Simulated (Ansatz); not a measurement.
**Rb2BaCl4 (I-42d): the host for defect calculations**

Before any defect goes in: Rb2BaCl4 (I-42d) at rest, and how it screens a charge.

Program: Ansatz 0.2.0. Level of theory: plane-wave PAW DFT, PBEsol; relaxation of the host's cell and atoms, in the first sound run; inputs show where later runs differ. Results are calculated unless marked as measured.

### 1. The structure

Symmetry: I-42d, No. 122, tetragonal system. The conventional cell has a = 9.643 Å, b = 9.643 Å, c = 9.786 Å, α = 90.00°, β = 90.00°, γ = 90.00°. Rb has 8 Cl at 3.24 to 3.53 Å nearest. Ba has 8 Cl at 3.16 to 3.41 Å nearest. Nearest to Cl lie 2 Ba at 3.16 to 3.41 Å and 4 Rb at 3.24 to 3.53 Å. Farther neighbours and most contacts between anions are not listed.

### 2. Host cell relaxation

Cell and atoms are relaxed together, until forces and stress fall under their thresholds.

File cell/input.yaml:

```yaml
crystal:
  lattice:
    - [-4.82142, 4.82142, 4.892957]
    - [4.82142, -4.82142, 4.892957]
    - [4.82142, 4.82142, -4.892957]
  atoms:
    - { symbol: Rb, position: [0.375, 0.510583, 0.635583] }
    - { symbol: Rb, position: [0.875, 0.739417, 0.364417] }
    - { symbol: Rb, position: [0.489417, 0.125, 0.864417] }
    - { symbol: Rb, position: [0.260583, 0.625, 0.135583] }
    - { symbol: Ba, position: [0.75, 0.25, 0.5] }
    - { symbol: Ba, position: [0.0, 0.0, 0.0] }
    - { symbol: Cl, position: [0.973264, 0.358704, 0.250561] }
    - { symbol: Cl, position: [0.108143, 0.722703, 0.749439] }
    - { symbol: Cl, position: [0.641857, 0.891296, 0.11456] }
    - { symbol: Cl, position: [0.776736, 0.527297, 0.88544] }
    - { symbol: Cl, position: [0.108704, 0.223264, 0.750561] }
    - { symbol: Cl, position: [0.472703, 0.358143, 0.249439] }
    - { symbol: Cl, position: [0.641296, 0.891857, 0.61456] }
    - { symbol: Cl, position: [0.277297, 0.026736, 0.38544] }
basis:
  ecutwfc: 420
  xc_grid: 2
hamiltonian:
  xc: pbesol
kpoints:
  mp_grid: { grid: [4, 4, 4] }
scf:
  occupations: { method: fixed }
  max_iter: 100
relax:
  f_tol: 0.005
  max_steps: 60
  cell: {}
output:
  forces: true
  stress: true
checkpoint:
  write: "../cell.run"
  compress: false
  write_wavefunctions: false
  write_every: 100000
```

Command:

```console
> ansatz run input.yaml --threads 4 --pin off --max-ram 7536MiB --backend cpu --events-out ev --progress --plain --runs-dir out
```

Numbers of over 12 decimals in the logs are rounded to 6 here.

Log:

```text
[... repeated set-up lines and file paths are left out, and long positions are rounded to six places ...]
Engine: ansatz 0.2.0, aarch64-unknown-linux-gnu
Pseudopotentials: kind: paw
Pseudopotential: Rb, paw, valence charge 9, recommended cutoff 420 eV (normal), Rb.paw.azcp
Pseudopotential: Ba, paw, valence charge 10, recommended cutoff 420 eV (normal), Ba.paw.azcp
Pseudopotential: Cl, paw, valence charge 7, recommended cutoff 420 eV (normal), Cl.paw.azcp
Functional definition: PBEsol
  exchange = pbesol_x
  correlation = pbesol_c
Crystal: 14 atoms, lattice volume = 454.968 Å³
Basis set: ecut = 420 eV, 8837 PW (Γ), exchange–correlation on 120×120×120 points (8 copies of the dense FFT grid, shifted against one another)
Bands: 70, of which v1, the nominal top of the filled ones, is band 56 counted from 1 (55 counted from 0)
Symmetry: 8 space group operations
Space group: I-42d (ITA 122), of the structure as read, at distance tolerance 7.7e-5 Å
k-points: 13 of 64 (time reversal used)
Non-local potential: Rb, projectors of the file, l = 0: 3, l = 1: 2, l = 2: 2
Non-local potential: Ba, projectors of the file, l = 0: 3, l = 1: 2, l = 2: 2, l = 3: 2
Non-local potential: Cl, projectors of the file, l = 0: 2, l = 1: 2, l = 2: 2
PAW form: soft (Blöchl's): semilocal exchange-correlation on the pseudo side does not see the compensation charge
PAW frozen core: Rb, regenerated for the run's functional, and the local potential with it (the file was generated under x = pbe(κ = 0.804, μ = 0.219515), c = pbe(β = 0.066725))
PAW frozen core: Ba, regenerated for the run's functional, and the local potential with it (the file was generated under x = pbe(κ = 0.804, μ = 0.219515), c = pbe(β = 0.066725))
PAW frozen core: Cl, regenerated for the run's functional, and the local potential with it (the file was generated under x = pbe(κ = 0.804, μ = 0.219515), c = pbe(β = 0.066725))
PAW one-centre angular grid: Rb, 110 points (default); XC on 64 Gauss nodes
PAW one-centre angular grid: Ba, 194 points (default); XC on 64 Gauss nodes
PAW one-centre angular grid: Cl, 110 points (default); XC on 64 Gauss nodes
Initial density: superposition of atomic densities (neutral atoms: chi_scale 0, normalization atom), corrected by the library's trained network
Initial wavefunctions: pseudopotential atomic-orbital guess
Functional: x = pbesol(κ = 0.804, μ = 0.123457), c = pbesol(β = 0.046)
SCF iter   1: F=—  HF=-33110.417426 eV  |F-HF|=—  |Δ(HF+E_count)|=         —  Δρ=3.30e-3  dr2=7.87e-2  ethr=1.77e-3  ⟨swp⟩=7.7  Hψ=3750  notcnv=0  defer=135
preconditioner: auto → Resta (q_TF=auto, 2.160 Å⁻¹)  ε∞=3.0  [insulator: Δε(μ)=4.798 eV  Ē_g=12.250 eV  n_scr=78 (ndim 8)  ℏωp=17.4 eV  f_vac=0.036  ε∞_Penn≈3.0]
SCF iter   2: F=—  HF=-33110.397842 eV  |F-HF|=—  |Δ(HF+E_count)|=   1.96e-2  Δρ=1.12e-3  dr2=7.61e-3  ethr=7.03e-5  ⟨swp⟩=3.3  Hψ=1384  notcnv=0  defer=157
SCF iter   3: F=—  HF=-33110.397428 eV  |F-HF|=—  |Δ(HF+E_count)|=   4.14e-4  Δρ=3.93e-4  dr2=5.93e-4  ethr=6.80e-6  ⟨swp⟩=3.1  Hψ=1173  notcnv=0  defer=117
automatic band count: iteration 3 solves 67 bands in place of 70: the levels show a gap, and the empty bands left out lie too high to hold charge; the band table lists the bands solved (type scf.n_extra_bands for more)
SCF iter   4: F=—  HF=-33110.397845 eV  |F-HF|=—  |Δ(HF+E_count)|=   4.17e-4  Δρ=4.26e-5  dr2=1.05e-5  ethr=5.29e-7  ⟨swp⟩=2.4  Hψ=1307  notcnv=0  defer=117
SCF iter   5: F=—  HF=-33110.398283 eV  |F-HF|=—  |Δ(HF+E_count)|=   4.38e-4  Δρ=9.16e-6  dr2=5.62e-7  ethr=9.39e-9  ⟨swp⟩=2.0  Hψ=1486  notcnv=0  defer=115
SCF iter   6: F=-33110.398284 eV  HF=-33110.398284 eV  |F-HF|=6.52e-8  |Δ(HF+E_count)|=   1.27e-6  Δρ=2.39e-6  dr2=4.16e-8  ethr=8.93e-11  ⟨swp⟩=5.0  Hψ=3416  notcnv=0
SCF 1 converged in 6 iterations: F = -33110.398284 eV  dr2 = 4.16e-8
  greatest PAW one-centre occupation: 0.973 electrons in one spin orbital (limit 2), on the Rb atom at site 2 (counted from 0), in its partial waves of l = 0
relax step   1: F+E_penalty+E_count = -33110.39828421 eV  Δ(F+E_penalty+E_count) = +0.000e0 eV  max|allowed force component| = 6.966e-2 eV/Å  Δτ_max = 0.0000 Å  P = -1.571 GPa  Ω = 454.968 Å³  (6 SCF iters, dr2 threshold 1.00e-7 eV, accepted)
[... the SCF cycles and remarks between the steps are left out from here to the last step ...]
relax step   2: F+E_penalty+E_count = -33110.54439708 eV  Δ(F+E_penalty+E_count) = -1.461e-1 eV  max|allowed force component| = 6.713e-2 eV/Å  Δτ_max = 0.0244 Å  P = -0.370 GPa  Ω = 432.353 Å³  energy of the carried Pulay correction = +1.931e-4 eV  (6 SCF iters, dr2 threshold 1.40e-6 eV, accepted)
relax step   3: F+E_penalty+E_count = -33110.56820475 eV  Δ(F+E_penalty+E_count) = -2.381e-2 eV  max|allowed force component| = 2.844e-2 eV/Å  Δτ_max = 0.0337 Å  P = +0.039 GPa  Ω = 422.327 Å³  energy of the carried Pulay correction = +2.819e-4 eV  (5 SCF iters, dr2 threshold 5.26e-7 eV, accepted)
relax step   4: F+E_penalty+E_count = -33110.57181094 eV  Δ(F+E_penalty+E_count) = -3.606e-3 eV  max|allowed force component| = 1.158e-2 eV/Å  Δτ_max = 0.0194 Å  P = +0.027 GPa  Ω = 421.667 Å³  energy of the carried Pulay correction = +2.878e-4 eV  (5 SCF iters, dr2 threshold 5.06e-8 eV, accepted)
relax step   5: F+E_penalty+E_count = -33110.57191414 eV  Δ(F+E_penalty+E_count) = -1.032e-4 eV  max|allowed force component| = 1.256e-2 eV/Å  Δτ_max = 0.0136 Å  P = +0.011 GPa  Ω = 421.881 Å³  energy of the carried Pulay correction = +2.859e-4 eV  (6 SCF iters, dr2 threshold 8.38e-9 eV, accepted)
relax step   6: F+E_penalty+E_count = -33110.57236876 eV  Δ(F+E_penalty+E_count) = -4.546e-4 eV  max|allowed force component| = 9.773e-4 eV/Å  Δτ_max = 0.0072 Å  P = -0.003 GPa  Ω = 421.972 Å³  energy of the carried Pulay correction = +2.851e-4 eV  (5 SCF iters, dr2 threshold 9.85e-9 eV, accepted)
Initial wavefunctions: pseudopotential atomic-orbital guess (no wavefunctions were taken with the density)
iter 1 solved again at ethr=8.32e-8 eV; its pass at ethr=3.10e-3 eV (dr2=9.32e-5 eV) is discarded
SCF iter   1: F=—  HF=-33110.572267 eV  |F-HF|=—  |Δ(HF+E_count)|=         —  Δρ=1.74e-5  dr2=1.44e-7  ethr=8.32e-8  ⟨swp⟩=4.8  Hψ=6303  notcnv=0  defer=155
SCF iter   2: F=—  HF=-33110.572123 eV  |F-HF|=—  |Δ(HF+E_count)|=   1.44e-4  Δρ=9.02e-6  dr2=3.85e-8  ethr=1.29e-10  ⟨swp⟩=2.3  Hψ=1634  notcnv=0  defer=155
SCF iter   3: F=—  HF=-33110.572123 eV  |F-HF|=—  |Δ(HF+E_count)|=   1.44e-7  Δρ=3.66e-7  dr2=4.65e-10  ethr=3.44e-11  ⟨swp⟩=2.1  Hψ=1510  notcnv=0  defer=155
SCF iter   4: F=-33110.572123 eV  HF=-33110.572123 eV  |F-HF|=6.55e-11  |Δ(HF+E_count)|=  2.40e-10  Δρ=1.04e-7  dr2=5.29e-11  ethr=1.00e-12  ⟨swp⟩=5.0  Hψ=3376  notcnv=0
SCF 7 converged in 4 iterations: F = -33110.572123 eV  dr2 = 5.29e-11
relax step   7: F+E_penalty+E_count = -33110.57212311 eV  Δ(F+E_penalty+E_count) = +2.456e-4 eV  max|allowed force component| = 9.725e-4 eV/Å  Δτ_max = 0.0000 Å  P = -0.003 GPa  Ω = 421.972 Å³  stress off target by 5.31e-3 GPa  SCF on the basis re-selected at this cell (its energy is not comparable with the rows above)  (4 SCF iters)
basis re-selected at this cell: Δ(F+E_penalty+E_count) = +2.456e-4 eV, ΔP = -0.000 GPa vs the last step (what re-selecting the basis moved, of the pressure what is left beyond the Pulay correction that the steps carried, after the strain that the cell walked [...]
SCF converged after 4 iterations
Free energy (F): -33110.572123 eV
Harris-Foulkes:  -33110.572123 eV  (|F-HF|=6.55e-11)
Internal energy: -33110.572123 eV  (E = F + TS)
E sigma→0 (E₀):  -33110.572123 eV
Fermi energy:    2.972459 eV
--- Per-component energies (eV) ---
  E_band       = -520.204834
  E_kinetic    = 2401.136935
  E_local      = -4382.902066  (includes V_loc(G=0)·N_el)
  E_nonlocal   = 1046.292403
  E_hartree    = 1207.522452
  E_xc         = -1704.382621
  E_vxc        = -1794.948225  (∫ρ·V_xc dr)
  E_paw        = -25692.330420  (= ΣΔE_a)
  E_vpaw       = -204.829596  (= ΣTr[D̂ρ^β])
  E_aug_tail   = 0.000737  (compensation charges beyond the density's cutoff)
  E_ewald      = -5987.334549
  E_core_change = 1.425006  (= ΣΔE_core)
  E_smearing   = -0.000000  (= −TS)
  E_closure    = -0.000000  (closes the sum)
  Σ components = -33110.572123   (vs F -33110.572123, Δ=0.00e0)
--- Forces (eV/Å), atoms counted from 1 ---
  atom   1  Rb    -0.00097247     0.00000000     0.00000000
  atom   2  Rb     0.00097247     0.00000000    -0.00000000
  atom   3  Rb    -0.00000000     0.00097247     0.00000000
  atom   4  Rb     0.00000000    -0.00097247    -0.00000000
  atom   5  Ba     0.00000000     0.00000000     0.00000000
  atom   6  Ba     0.00000000    -0.00000000     0.00000000
  atom   7  Cl    -0.00025847    -0.00002517     0.00019168
  atom   8  Cl     0.00025847     0.00002517     0.00019168
  atom   9  Cl     0.00025847    -0.00002517    -0.00019168
  atom  10  Cl    -0.00025847     0.00002517    -0.00019168
  atom  11  Cl    -0.00002517    -0.00025847     0.00019168
  atom  12  Cl     0.00002517     0.00025847     0.00019168
  atom  13  Cl    -0.00002517     0.00025847    -0.00019168
  atom  14  Cl     0.00002517    -0.00025847    -0.00019168
  max |Σ_I F_I| component: 2.06e-18 eV/Å
--- Stress (GPa, compression-positive) ---
       -0.001882       0.000000       0.000000
        0.000000      -0.001882       0.000000
        0.000000       0.000000      -0.005307
  P = ⅓ Tr σ = -0.0030 GPa (-0.030 kbar)
--- Relaxed structure (6 steps of the walk, 6 accepted, 1 SCFs on fresh bases) ---
  F+E_penalty+E_count = -33110.57212311 eV   max|allowed force component| = 9.725e-4 eV/Å   (the final SCF, on the basis selected at the relaxed cell)
  cell:  # Å, volume = 421.9724 Å³
    - [-4.701945, 4.701945, 4.771654]
    - [4.701945, -4.701945, 4.771654]
    - [4.701945, 4.701945, -4.771654]
  atoms:
    - { symbol: Rb, position: [0.375, 0.512019, 0.637019] }
    - { symbol: Rb, position: [0.875, 0.737981, 0.362981] }
    - { symbol: Rb, position: [0.487981, 0.125000, 0.862981] }
    - { symbol: Rb, position: [0.262019, 0.625, 0.137019] }
    - { symbol: Ba, position: [0.75, 0.25, 0.5] }
    - { symbol: Ba, position: [0, 1.1555450251320928e-19, 1.4134809006878907e-19] }
    - { symbol: Cl, position: [0.968550, 0.358483, 0.250130] }
    - { symbol: Cl, position: [0.108353, 0.718421, 0.749870] }
    - { symbol: Cl, position: [0.641647, 0.891517, 0.110067] }
    - { symbol: Cl, position: [0.781450, 0.531579, 0.889933] }
    - { symbol: Cl, position: [0.108483, 0.218550, 0.750130] }
    - { symbol: Cl, position: [0.468421, 0.358353, 0.249870] }
    - { symbol: Cl, position: [0.641517, 0.891647, 0.610067] }
    - { symbol: Cl, position: [0.281579, 0.031450, 0.389933] }
```

Wall time 49 s (4 threads of Arm Neoverse V1, shared host); peak memory 1.1 GiB; 3.1 min of CPU time.

The steps of the relaxation:

```csv
step,energy less that of the first step (eV),largest force component (eV/Å),pressure (GPa),volume (Å³)
1,0.0000,0.0697,-1.57,454.97
2,-0.1461,0.0671,-0.37,432.35
3,-0.1699,0.0284,0.04,422.33
4,-0.1735,0.0116,0.03,421.67
5,-0.1736,0.0126,0.01,421.88
6,-0.1741,0.0010,0.00,421.97
7*,-0.1738,0.0010,0.00,421.97
```

Relaxation steps marked * repeat the geometry before them on a plane-wave basis chosen anew for their cell, so energy and pressure can jump there.

Forces are held to the 8 operations that the run works with; a distortion that breaks them can't arise in this run.

| conventional cell, symmetrised | before | after | change |
| --- | --- | --- | --- |
| a (Å) | 9.643 | 9.404 | -2.5 % |
| b (Å) | 9.643 | 9.404 | -2.5 % |
| c (Å) | 9.786 | 9.543 | -2.5 % |
| volume (Å³/atom) | 32.50 | 30.14 | -7.3 % |

The atoms that moved most (Å, as changes of fractional coordinates times the final cell):

```
atom      dx      dy      dz  length
Cl10   0.019   0.023   0.021   0.037
 Cl7   0.019  -0.023  -0.021   0.037
Cl11  -0.023   0.019  -0.021   0.037
Cl14   0.023   0.019   0.021   0.037
Cl12   0.023  -0.019  -0.021   0.037
 Cl9  -0.019  -0.023   0.021   0.037
Cl13  -0.023  -0.019   0.021   0.037
 Cl8  -0.019   0.023  -0.021   0.037
```

Numbers from this step:

```yaml
pressure: -0.003024 GPa
```

The relaxation ends with a largest force component of 9.7e-4 eV/Å and a pressure of 0.00 GPa.

### 3. Dielectric tensors of the host

The response to a uniform electric field gives the electronic dielectric tensor.

This step: plane-wave PAW DFPT, PBEsol; dielectric tensors, Born charges and zone-centre modes of the host (Ansatz 0.2.0).

File eps/input.yaml:

```yaml
crystal:
  lattice:
    - [-4.7019449517, 4.7019449517, 4.771654314]
    - [4.7019449517, -4.7019449517, 4.771654314]
    - [4.7019449517, 4.7019449517, -4.771654314]
  atoms:
    - { symbol: Rb, position: [0.375, 0.512019135, 0.637019135] }
    - { symbol: Rb, position: [0.875, 0.737980865, 0.362980865] }
    - { symbol: Rb, position: [0.487980865, 0.125, 0.862980865] }
    - { symbol: Rb, position: [0.262019135, 0.625, 0.137019135] }
    - { symbol: Ba, position: [0.75, 0.25, 0.5] }
    - { symbol: Ba, position: [0.0, 0.0, 0.0] }
    - { symbol: Cl, position: [0.9685503007, 0.3584830067, 0.2501297221] }
    - { symbol: Cl, position: [0.1083532845, 0.7184205785, 0.7498702779] }
    - { symbol: Cl, position: [0.6416467155, 0.8915169933, 0.110067294] }
    - { symbol: Cl, position: [0.7814496993, 0.5315794215, 0.889932706] }
    - { symbol: Cl, position: [0.1084830067, 0.2185503007, 0.7501297221] }
    - { symbol: Cl, position: [0.4684205785, 0.3583532845, 0.2498702779] }
    - { symbol: Cl, position: [0.6415169933, 0.8916467155, 0.610067294] }
    - { symbol: Cl, position: [0.2815794215, 0.0314496993, 0.389932706] }
basis:
  ecutwfc: 420
hamiltonian:
  xc: pbesol
kpoints:
  mp_grid: { grid: [4, 4, 4] }
scf:
  occupations: { method: fixed }
  max_iter: 100
phonons:
  method: dfpt
  dielectric: true
  rigid_motions: translations
```

Log:

```text
[...]
Crystal: 14 atoms, lattice volume = 421.972 Å³
Basis set: ecut = 420 eV, 8247 PW (Γ), exchange–correlation on 120×120×120 points (8 copies of the dense FFT grid, shifted against one another)
Bands: 70, of which v1, the nominal top of the filled ones, is band 56 counted from 1 (55 counted from 0)
Symmetry: 8 space group operations
k-points: 36 of 64 (irreducible under 1 space group operation, time reversal used)
[...]
SCF iter   1: F=—  HF=-33110.592184 eV  |F-HF|=—  |Δ(HF+E_count)|=         —  Δρ=3.53e-3  dr2=8.15e-2  ethr=1.77e-3  ⟨swp⟩=7.0  Hψ=9934  notcnv=0  defer=403
[...]
SCF iter   9: F=-33110.572123 eV  HF=-33110.572123 eV  |F-HF|=2.18e-11  |Δ(HF+E_count)|=  5.38e-10  Δρ=5.12e-8  dr2=1.69e-11  ethr=1.00e-12  ⟨swp⟩=21.6  Hψ=21355  notcnv=0
SCF 1 converged in 9 iterations: F = -33110.572123 eV  dr2 = 1.69e-11
[...]
NSCF: frozen V_eff on 3 k-points
DFPT response loops at Γ: preconditioner auto → none (the input reference at scf.mixing.eps_inf says where Resta's filter doesn't serve); β = 0.50; Broyden in place of MSR1
SCF converged after 9 iterations
Free energy (F): -33110.572123 eV
[...]
Internal energy: -33110.572123 eV  (E = F + TS)
E sigma→0 (E₀):  -33110.572123 eV
Fermi energy:    2.972458 eV
[...]
--- Band table (eV; the first three rows and the last of 36) ---
[...]
[... further k-points left out ...]
--- Phonons (Γ-DFPT): 8 representative perturbations + reference, on 36 of 64 k-points (Σ response iterations 31) ---
  k mesh reduced under 1 symmetry operation, with k and −k counted as one. Each operation leaves every solved perturbation unchanged. A smaller set is not considered because the run solves the response to a homogeneous field
  ASR residual: 4.355e-5 → 0.000e0 eV/Å²; symmetrization residual: 9.549e-6 eV/Å²
  ASR residual per site (eV/Å²): 2.49e-5 2.49e-5 2.49e-5 2.49e-5 4.36e-5 4.36e-5 8.16e-6 8.16e-6 8.16e-6 8.16e-6 8.16e-6 8.16e-6 8.16e-6 8.16e-6
  Γ frequencies (cm⁻¹): 0.00 0.00 0.00 54.34 56.10 57.38 57.38 61.74 61.74 61.96 66.92 76.38 77.09 80.66 80.66 83.56 86.25 86.25 96.95 99.57 99.57 103.51 107.78 107.78 114.86 117.47 117.47 122.92 128.72 129.17 133.10 133.10 136.85 141.39 141.39 143.04 145.36 [...]
  ε∞ (high-frequency dielectric tensor):
        2.909945     0.000000     0.000000
       -0.000000     2.909945    -0.000000
        0.000000    -0.000000     2.874435
  ε⁰ (static dielectric tensor: ions relaxed, cell fixed):
        7.556124     0.000000    -0.000000
        0.000000     7.556124    -0.000000
       -0.000000    -0.000000     9.133731
  ε⁰ − ε∞ (ionic part):
        4.646179     0.000000    -0.000000
        0.000000     4.646179    -0.000000
       -0.000000    -0.000000     6.259296
  softest optical mode at Γ: 54.34 cm⁻¹; the repairs (sum rule, projections) moved no ω² at Γ by more than (1.78 cm⁻¹)²
  Born effective charges Z* (e; rows j = field, columns β = displacement):
    site 0:
         1.27435   -0.00000   -0.00000
        -0.00000    1.18066    0.06837
         0.00000    0.08815    1.21882
    site 1:
         1.27435   -0.00000   -0.00000
        -0.00000    1.18066   -0.06837
         0.00000   -0.08815    1.21882
    site 2:
         1.18066   -0.00000   -0.06837
        -0.00000    1.27435    0.00000
        -0.08815   -0.00000    1.21882
    site 3:
         1.18066    0.00000    0.06837
        -0.00000    1.27435    0.00000
         0.08815   -0.00000    1.21882
    site 4:
         2.66760    0.06040   -0.00000
        -0.06040    2.66760    0.00000
         0.00000   -0.00000    2.43582
    site 5:
         2.66760   -0.06040   -0.00000
         0.06040    2.66760    0.00000
         0.00000   -0.00000    2.43582
    site 6:
        -1.50160    0.06668    0.13062
         0.08296   -1.05970    0.01305
         0.13131    0.01349   -1.21837
    site 7:
        -1.50160    0.06668   -0.13062
         0.08296   -1.05970   -0.01305
        -0.13131   -0.01349   -1.21837
    site 8:
        -1.50160   -0.06668    0.13062
        -0.08296   -1.05970   -0.01305
         0.13131   -0.01349   -1.21837
    site 9:
        -1.50160   -0.06668   -0.13062
        -0.08296   -1.05970    0.01305
        -0.13131    0.01349   -1.21837
    site 10:
        -1.05970    0.08296    0.01305
[...]
site 11:
[...]
site 12:
[...]
site 13:
[...]
Z* charge neutrality: 1.431e-4 e pre-enforcement
  k-mesh period / interband length: 32.7 Å / 1.27 Å = 25.76 at k = (0.0000, 0.0000, 0.0000), direct gap 5.149 eV — 14 or more, which is no proof of convergence
  optical modes at Γ without the LO–TO term, one row a degenerate level:
      ω (cm⁻¹)  modes    IR ((D/Å)²/amu)
[...]
optical modes at Γ + LO–TO along q̂ = [1.0000, 0.0000, 0.0000]:
      ω (cm⁻¹)  modes    IR ((D/Å)²/amu)
[...]
optical modes at Γ + LO–TO along q̂ = [0.0000, 1.0000, 0.0000]:
      ω (cm⁻¹)  modes    IR ((D/Å)²/amu)
[...]
optical modes at Γ + LO–TO along q̂ = [0.0000, 0.0000, 1.0000]:
      ω (cm⁻¹)  modes    IR ((D/Å)²/amu)
[...]
128.72      1             0.0000
        129.17      1             0.0000
        133.10      2            16.3745
        136.85      1             0.0000
        141.39      2             0.1232
        143.04      1             0.0000
        143.23      1             0.3735
        162.24      2             0.0501
        170.83      1             0.0000
        174.18      1            10.9530
        175.13      1             0.0000
        182.20      1             0.0000
```

Elapsed: 11 min, on 4 threads; peak memory 4.7 GiB.

In the SCF lines HF is the Harris–Foulkes energy and dr2 the Hartree energy of the density residual, in eV; the loop may stop once dr2 is under the threshold and the program's other checks hold. Hψ counts applications of the Hamiltonian.

Electronic dielectric tensor:

```
2.91 0.00 0.00
0.00 2.91 0.00
0.00 0.00 2.87
```

Static dielectric tensor:

```
7.56 0.00 0.00
0.00 7.56 0.00
0.00 0.00 9.13
```

The principal values of the electronic dielectric tensor are 2.87, 2.91 and 2.91. The principal values of the static dielectric tensor are 7.56, 7.56 and 9.13.

(Continued in part 2 of 3.)

[Logs are printed without paths, hosts, clocks, repeated set-up lines and the standing remarks that a program may print on its own settings, such as how far it seeks lower states.]

[Hosts, paths, dates, database ids (printed as entryN), source tags and the programs' standing remarks are cut or masked in the printed files.]

[Runs of the host that timed out are not shown.]

[For some hosts the program warned that the k-mesh of the response run may be too coarse for force constants and the static dielectric constant; such warnings are not always shown.]
